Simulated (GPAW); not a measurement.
# WS2 (2H monolayer): G0W0 on several meshes in GPAW

Aim: the GW shift of WS2 (2H monolayer) against the k mesh.

Main program and level: GPAW 26.7.0; LDA and many-body steps on it, plane waves.

## (1) Set-up

The cell holds 3 atoms: 1 W and 2 S. Its edges and angles: a = 3.122 Å, b = 3.122 Å, c = 14.500 Å, α = 90.0°, β = 90.0°, γ = 120.0°. Vacuum lies along c.

Coordinates:

```xyz
3
Lattice="3.1224 0.0000 0.0000 -1.5612 2.7041 0.0000 0.0000 0.0000 14.5000" Properties=species:S:1:pos:R:3
W     0.0000    1.8027    7.2500
S     1.5612    0.9014    8.8094
S     1.5612    0.9014    5.6906
```

The structure was relaxed with LDA. The runs that relaxed it are not among those shown. Spin-orbit coupling is left out unless a step names it.

## (2) Empty states on the mesh, 12×12×1 mesh, 287 bands

This step: GPAW 26.7.0; DFT, LDA, plane waves, PAW.

The sums over transitions need many empty states on a uniform mesh; this step solves for them.

File run.py:

```python
import json
import numpy as np
from gpaw.mpi import world
from gpaw import GPAW

calc = GPAW('gs.gpw').fixed_density(kpts={'size': (12, 12, 1), 'gamma': True},
    parallel={'domain': 1, 'band': 1},
    txt='nscf.txt')
calc.diagonalize_full_hamiltonian(nbands=287)
calc.write('full.gpw', mode='all')
res = {}
kpts = calc.get_ibz_k_points()
res['kpts'] = kpts
res['eigenvalues'] = [calc.get_eigenvalues(kpt=k) for k in range(len(kpts))]
res['n_electrons'] = calc.get_number_of_electrons()

if world.rank == 0:
    with open('result.json', 'w') as f:
        json.dump(res, f, default=lambda x: x.tolist())
```

On the command line:

```
$ mpirun -n 16 gpaw python run.py
```

Numbers of over 12 decimals in the logs are rounded to 6 here.

Log:

```text
Diagonalizing LCAO Hamiltonian
Converting LCAO to pw mode
convergence criteria:
- Maximum integral of absolute [eigenst]ate change: 4e-08 eV^2 / valence electron
maximum number of iterations: 100

SCF iterations
|iter     |     time |      energy | eigst |  dens |
|iter:   1|  |             | +0.53 |       |
|iter:   2|  |             | -0.93 |       |
|iter:   3|  |             | -2.20 |       |
[...]
|iter:  10|  |             | -6.42 |       |
|iter:  11|  |             | -6.96 |       |
|iter:  12|  |             | -7.43c|       |
SCF steps: 12
  __  _  _
 | _ |_)|_||  |
 |__||  | ||/\| - 26.7.0

Input parameters:
  mode=PW(ecut=450.000000),
  convergence={'density': 1e-06, 'bands': -3},
  gpts=array([16, 16, 72]),
  kpts=MonkhorstPack(size=(12, 12, 1), gamma=True),
  maxiter=100,
  nbands=20,
  occupations=Occupations(name='fermi-dirac', width=0.001, fixmagmom=False),
  parallel={'domain': 1, 'band': 1},
  xc=XC(name='LDA')
Matrix size: 2703x2703
# Writing to full.gpw (mode='all')
  [... matrices ...]

timing:  # [seconds]
  Total: 51.086  # ━━━━━━━━━━━━━━━━━━━━━━━━━━━━━━━━━━━━━━━━━━━━━━━━━━━━━━━━━━
```

Wall time 56 s (16 MPI ranks of Arm Neoverse V1, shared host); peak memory 9.5 GiB.

Numbers from this step:

```
gap                                                           : 1.996 eV
k of the valence top                                          : 0.3333, 0.3333, 0
k of the conduction bottom                                    : 0.3333, 0.3333, 0
least direct gap                                              : 1.996 eV
k points computed                                             : 19
lowest point of the top converged band, above the valence top : 93.4187 eV
```

On this mesh the gap is 1.996 eV.

## (3) 12×12×1

G0W0 replaces the xc potential by the self-energy, built once from these orbitals. Only a window of levels is corrected, while the sums run over the empty bands that the input names.

This step: G0W0 on LDA, plane waves, PAW.

File run.py:

```python
import json
import numpy as np
from gpaw.mpi import world
from gpaw.response.g0w0 import G0W0

gw = G0W0('full.gpw',
    filename='gw',
    kpts=[0, 9],
    bands=(11, 15),
    ecut=60,
    nbands=129,
    truncation='2D',
    integrate_gamma='sphere',
    q0_correction=True,
    frequencies={'type': 'nonlinear', 'domega0': 0.15, 'omega2': 15.0},
    eta=0.1,
    nblocksmax=True)
gw.calculate()
res = {mode: {k: v for k, v in r.items() if k != 'sigma_eskwn'}
       for mode, r in gw.all_results.items()}

if world.rank == 0:
    with open('result.json', 'w') as f:
        json.dump(res, f, default=lambda x: x.tolist())
```

On the command line:

```
$ mpirun -n 16 gpaw python run.py
```

Log:

```text
Using integrator: PointIntegrator
NonLinearFrequencyDescriptor(from 0.000 to 130.563 eV, 190 points)
Nonperiodic BCs:  [False False  True]
Using integrator: PointIntegrator
NonLinearFrequencyDescriptor(from 0.000 to 130.563 eV, 190 points)
Nonperiodic BCs:  [False False  True]
Applying analytical 2D correction to W:
    Evaluating Gamma point contribution to W on a 15x15x1 grid
  ___  _ _ _
 |   || | | |
 | | || | | |
 |__ ||_____|
 |___|

BZ k-points: Symmetries present (total): 12

  [... matrices ...]
144 k-points: 12 x 12 x 1 Monkhorst-Pack grid + [1/24,1/24,0.000000]
19 k-points in the irreducible part of the Brillouin zone
       k-points in crystal coordinates                weights
   0:    -0.00000000   -0.00000000    0.00000000          1/144
   1:     0.08333333   -0.00000000    0.00000000          6/144
   2:     0.16666667   -0.08333333    0.00000000          6/144
   3:     0.16666667   -0.00000000    0.00000000          6/144
   4:     0.25000000   -0.08333333    0.00000000         12/144
   5:     0.25000000   -0.00000000    0.00000000          6/144
   6:     0.33333333   -0.16666667    0.00000000          6/144
   7:     0.33333333   -0.08333333    0.00000000         12/144
   8:     0.33333333   -0.00000000    0.00000000          6/144
   9:     0.33333333    0.33333333    0.00000000          2/144
          ...
  18:     0.50000000    0.50000000    0.00000000          3/144

Distributing spins, k-points and bands (1 x 2 x 4) over 2 processes
Number of blocks: 8

Quasi particle states:
k-points (IBZ indices): [0, 9]
Band range: (11, 15)
  [... matrices ...]
Computational parameters:
Plane wave cut-off: 60 eV
Number of bands: 129
Coulomb cutoff: 2D
Broadening: 0.1 eV

fxc modes: GW
Kernel: RPA
Using full-frequency real axis integration
Summing all q:

Calculating screened Coulomb potential
2D Coulomb truncation
NonLinearFrequencyDescriptor(from 0.000 to 130.563 eV, 190 points)
Removing empty qpoint cache files...

Calculating chi0 body with:
    Ground state adapter containing:
    Number of spins: 1
    Number of kpoints: 144
    Number of irreducible kpoints: 19
    Number of completely occupied states: 13
    Number of partially occupied states: 13
    Occupied states memory: 3.65625 M / cpu

    Linear response parametrization:
    q_c: [-2.0816681711721685e-17, -2.0816681711721685e-17, 0.0]
    Number of frequency points: 190
    Planewave cutoff: 60.0
    Number of bands: 129
    Number of planewaves: 109
    Broadening (eta): 0.1
    comm.size: 16
    kncomm.size: 2
    blockcomm.size: 8

    Memory estimate of potentially large arrays:
        chi0_wGG: 4.305630 M / cpu
Integrating chi0 body.

Symmetries of q_c:
    Direct symmetries (Uq -> q): 12
    Indirect symmetries (TUq -> q): 12
In total 24 allowed symmetries.

  [... matrices ...]
19 groups of equivalent kpoints. 86.805556% reduction.

Integral kind: spectral function
Integrating chi0 head and wings.

Symmetries of q_c:
    Direct symmetries (Uq -> q): 12
    Indirect symmetries (TUq -> q): 12
In total 24 allowed symmetries.

  [... matrices ...]
19 groups of equivalent kpoints. 86.805556% reduction.

Integral kind: spectral function wings

Calculating chi0 body with:
    Ground state adapter containing:
    Number of spins: 1
    Number of kpoints: 144
    Number of irreducible kpoints: 19
    Number of completely occupied states: 13
    Number of partially occupied states: 13
[... the further q-points ...]

Results:
f:      Occupation numbers
eps:     KS-eigenvalues [eV]
vxc:     KS vxc [eV]
exx:     Exact exchange [eV]
sigma:   Self-energies [eV]
dsigma:  Self-energy derivatives
Z:       Renormalization factors
qp:      QP-energies [eV]

k-point 0 (0): (-0.000, -0.000, 0.000)                GW
band       f     eps     vxc     exx   sigma  dsigma       Z      qp
                                                                   GW
  11   1.000  -1.488 -18.785 -20.381   1.801  -0.330   0.752  -1.334
  12   1.000  -0.089 -17.281 -18.164   1.046  -0.324   0.755   0.034
  13   0.000   3.130 -18.616 -13.692  -3.226  -0.329   0.753   4.408
  14   0.000   3.130 -18.616 -13.692  -3.226  -0.329   0.753   4.408

k-point 1 (9): (0.333, 0.333, 0.000)                GW
band       f     eps     vxc     exx   sigma  dsigma       Z      qp
                                                                   GW
  11   1.000  -2.310 -16.926 -19.977   2.792  -0.398   0.715  -2.495
  12   1.000   0.066 -18.539 -18.864   0.703  -0.320   0.758   0.352
  13   0.000   2.062 -20.341 -15.915  -2.678  -0.304   0.767   3.402
  14   0.000   3.369 -17.188 -12.004  -3.501  -0.320   0.758   4.644
```

It took 2.1 min on 16 MPI ranks; peak memory 6.1 GiB; 30 min of CPU time.

This step gave:

- G0W0 gap on the points computed: 3.051 eV
- least direct G0W0 gap on the computed points: 3.051 eV
- Z at the valence top: 0.7577
- Z at the conduction bottom: 0.7668
- starting gap on the mesh: 1.996 eV
- k of the valence top: 0.3333, 0.3333, 0
- k of the conduction bottom: 0.3333, 0.3333, 0

The gap on the mesh goes from 2.00 eV to 3.05 eV, a correction of +1.05 eV.

## (4) Empty states on the mesh, 9×9×1 mesh, 139 bands

This step: DFT, LDA, plane waves, PAW.

File run.py:

```python
import json
import numpy as np
from gpaw.mpi import world
from gpaw import GPAW

calc = GPAW('gs.gpw').fixed_density(kpts={'size': (9, 9, 1), 'gamma': True},
    nbands=162,
    convergence={'bands': 139},
    txt='nscf.txt')
calc.write('full.gpw', mode='all')
res = {}
kpts = calc.get_ibz_k_points()
res['kpts'] = kpts
res['eigenvalues'] = [calc.get_eigenvalues(kpt=k) for k in range(len(kpts))]
res['n_electrons'] = calc.get_number_of_electrons()

if world.rank == 0:
    with open('result.json', 'w') as f:
        json.dump(res, f, default=lambda x: x.tolist())
```

On the command line:

```
$ mpirun -n 16 gpaw python run.py
```

Log:

```text
Diagonalizing LCAO Hamiltonian
Converting LCAO to pw mode
convergence criteria:
- Maximum integral of absolute [eigenst]ate change: 4e-08 eV^2 / valence electron
maximum number of iterations: 100

SCF iterations
|iter     |     time |      energy | eigst |  dens |
|iter:   1|  |             | +4.13 |       |
|iter:   2|  |             | +2.95 |       |
|iter:   3|  |             | +1.82 |       |
[...]
|iter:  12|  |             | -6.37 |       |
|iter:  13|  |             | -6.99 |       |
|iter:  14|  |             | -7.57c|       |
SCF steps: 14
  __  _  _
 | _ |_)|_||  |
 |__||  | ||/\| - 26.7.0

Input parameters:
  mode=PW(ecut=450.000000),
  convergence={'bands': 139},
  gpts=array([16, 16, 72]),
  kpts=MonkhorstPack(size=(9, 9, 1), gamma=True),
  maxiter=100,
  nbands=162,
  occupations=Occupations(name='fermi-dirac', width=0.001, fixmagmom=False),
  parallel={},
  xc=XC(name='LDA')
# Writing to full.gpw (mode='all')
  [... matrices ...]

timing:  # [seconds]
  Total: 0.104  # ━━━━━━━━━━━━━━━━━━━━━━━━━━━━━━━━━━━━━━━━━━━━━━━━━━━━━━━━━━━
```

The job ended after 17 s (16 MPI ranks; peak memory 2.5 GiB).

This step gave:

- gap: 1.996 eV
- k of the valence top: 0.3333, 0.3333, 0
- k of the conduction bottom: 0.3333, 0.3333, 0
- least direct gap: 1.996 eV
- k points computed: 12
- lowest point of the top converged band, above the valence top: 56.3510 eV

On this mesh the gap is 1.996 eV.

## (5) 9×9×1

This step: G0W0 on LDA, plane waves, PAW.

File run.py:

```python
import json
import numpy as np
from gpaw.mpi import world
from gpaw.response.g0w0 import G0W0

gw = G0W0('full.gpw',
    filename='gw',
    kpts=[0, 6],
    bands=(11, 15),
    ecut=60,
    nbands=129,
    truncation='2D',
    integrate_gamma='sphere',
    q0_correction=True,
    frequencies={'type': 'nonlinear', 'domega0': 0.15, 'omega2': 15.0},
    eta=0.1,
    nblocksmax=True)
gw.calculate()
res = {mode: {k: v for k, v in r.items() if k != 'sigma_eskwn'}
       for mode, r in gw.all_results.items()}

if world.rank == 0:
    with open('result.json', 'w') as f:
        json.dump(res, f, default=lambda x: x.tolist())
```

On the command line:

```
$ mpirun -n 16 gpaw python run.py
```

Log:

```text
Using integrator: PointIntegrator
NonLinearFrequencyDescriptor(from 0.000 to 130.563 eV, 190 points)
Nonperiodic BCs:  [False False  True]
Using integrator: PointIntegrator
NonLinearFrequencyDescriptor(from 0.000 to 130.563 eV, 190 points)
Nonperiodic BCs:  [False False  True]
Applying analytical 2D correction to W:
    Evaluating Gamma point contribution to W on a 19x19x1 grid
  ___  _ _ _
 |   || | | |
 | | || | | |
 |__ ||_____|
 |___|

BZ k-points: Symmetries present (total): 12

  [... matrices ...]
81 k-points: 9 x 9 x 1 Monkhorst-Pack grid
12 k-points in the irreducible part of the Brillouin zone
       k-points in crystal coordinates                weights
   0:     0.00000000    0.00000000    0.00000000          1/81
   1:     0.11111111    0.00000000    0.00000000          6/81
   2:     0.22222222   -0.11111111    0.00000000          6/81
[...]
9:     0.44444444    0.00000000    0.00000000          6/81
          ...
  11:     0.44444444    0.44444444    0.00000000          6/81

Distributing spins, k-points and bands (1 x 2 x 4) over 2 processes
Number of blocks: 8

Quasi particle states:
k-points (IBZ indices): [0, 6]
Band range: (11, 15)
  [... matrices ...]
Computational parameters:
Plane wave cut-off: 60 eV
Number of bands: 129
Coulomb cutoff: 2D
Broadening: 0.1 eV

fxc modes: GW
Kernel: RPA
Using full-frequency real axis integration
Summing all q:

Calculating screened Coulomb potential
2D Coulomb truncation
NonLinearFrequencyDescriptor(from 0.000 to 130.563 eV, 190 points)
Removing empty qpoint cache files...

Calculating chi0 body with:
    Ground state adapter containing:
    Number of spins: 1
    Number of kpoints: 81
    Number of irreducible kpoints: 12
    Number of completely occupied states: 13
[...]
q_c: [0.0, 0.0, 0.0]
    Number of frequency points: 190
    Planewave cutoff: 60.0
    Number of bands: 129
    Number of planewaves: 109
    Broadening (eta): 0.1
    comm.size: 16
    kncomm.size: 2
    blockcomm.size: 8

    Memory estimate of potentially large arrays:
        chi0_wGG: 4.305630 M / cpu
Integrating chi0 body.

Symmetries of q_c:
    Direct symmetries (Uq -> q): 12
    Indirect symmetries (TUq -> q): 12
In total 24 allowed symmetries.

  [... matrices ...]
12 groups of equivalent kpoints. 85.185185% reduction.

Integral kind: spectral function
Integrating chi0 head and wings.

Symmetries of q_c:
    Direct symmetries (Uq -> q): 12
    Indirect symmetries (TUq -> q): 12
In total 24 allowed symmetries.

  [... matrices ...]
12 groups of equivalent kpoints. 85.185185% reduction.

Integral kind: spectral function wings

Calculating chi0 body with:
    Ground state adapter containing:
    Number of spins: 1
    Number of kpoints: 81
    Number of irreducible kpoints: 12
    Number of completely occupied states: 13
    Number of partially occupied states: 13
    Occupied states memory: 3.65625 M / cpu

[... the further q-points ...]

Results:
f:      Occupation numbers
eps:     KS-eigenvalues [eV]
vxc:     KS vxc [eV]
exx:     Exact exchange [eV]
sigma:   Self-energies [eV]
dsigma:  Self-energy derivatives
Z:       Renormalization factors
qp:      QP-energies [eV]

k-point 0 (0): (0.000, 0.000, 0.000)                GW
band       f     eps     vxc     exx   sigma  dsigma       Z      qp
                                                                   GW
  11   1.000  -1.488 -18.785 -20.381   1.771  -0.328   0.753  -1.357
  12   1.000  -0.089 -17.281 -18.165   1.017  -0.325   0.755   0.011
  13   0.000   3.130 -18.616 -13.693  -3.197  -0.332   0.751   4.426
[...]
k-point 1 (6): (0.333, 0.333, 0.000)                GW
band       f     eps     vxc     exx   sigma  dsigma       Z      qp
                                                                   GW
[...]
13   0.000   2.062 -20.341 -15.901  -2.671  -0.303   0.767   3.420
  14   0.000   3.369 -17.188 -12.005  -3.472  -0.319   0.758   4.666
```

Run time: 46 s. Hardware: 16 MPI ranks; peak memory 4.7 GiB.

This step gave:

```yaml
g0w0_gap_on_the_points_computed: 3.087 eV
least_direct_g0w0_gap_on_the_computed_points: 3.087 eV
z_at_the_valence_top: 0.7567
z_at_the_conduction_bottom: 0.7673
starting_gap_on_the_mesh: 1.996 eV
k_of_the_valence_top: 0.3333, 0.3333, 0
k_of_the_conduction_bottom: 0.3333, 0.3333, 0
```

Against G0W0 in GPAW (12×12×1 mesh, 129 bands, screening to 60 eV, full frequency, Hilbert transform), the gap moves by +0.037 eV.

## (6) The runs together

Times are wall times on 16 MPI ranks of Arm Neoverse V1, shared host, good to a factor of about two.

```tsv
run	mesh	bands	screening cutoff (eV)	DFT gap (eV)	gap on the mesh (eV)	direct (eV)	time
12×12×1	12×12×1	129	60	1.996	3.051	3.051	2.1 min
9×9×1	9×9×1	129	60	1.996	3.087	3.087	46 s
```

## (7) Summary of results

```yaml
12x12x1: 3.051 eV
9x9x1: 3.087 eV
known_limits: not at the basis limit; no spin-orbit coupling
```

What this shows: 9×9×1: +0.037 eV against 12×12×1. Bands and cutoff are finite, so the gap is not at the basis limit. The miss can reach some tenths of an eV and take either sign; the mesh is an error of its own. These stock PAW sets were not made for GW; the filled d or f shell of W lies in the frozen core, which bears on start and correction. In the G0W0 runs levels were corrected at 2 k points alone, so a gap called «on the mesh» is the least over those, and an edge elsewhere would be missed. The many-body steps are scalar-relativistic: spin-orbit coupling is not in them.

[Paths, hosts, dates, memory and timing lines, banners, echoed tables and standing remarks are left out of the program output.]

[Logs are printed without paths, hosts, clocks, repeated set-up lines and the standing remarks that a program may print on its own settings, such as how far it seeks lower states.]

[Runs of the session that timed out or met a known fault of the program may be left out.]

[Hosts, paths, dates, database ids (printed as entryN), source tags and the programs' standing remarks are cut or masked in the printed files.]
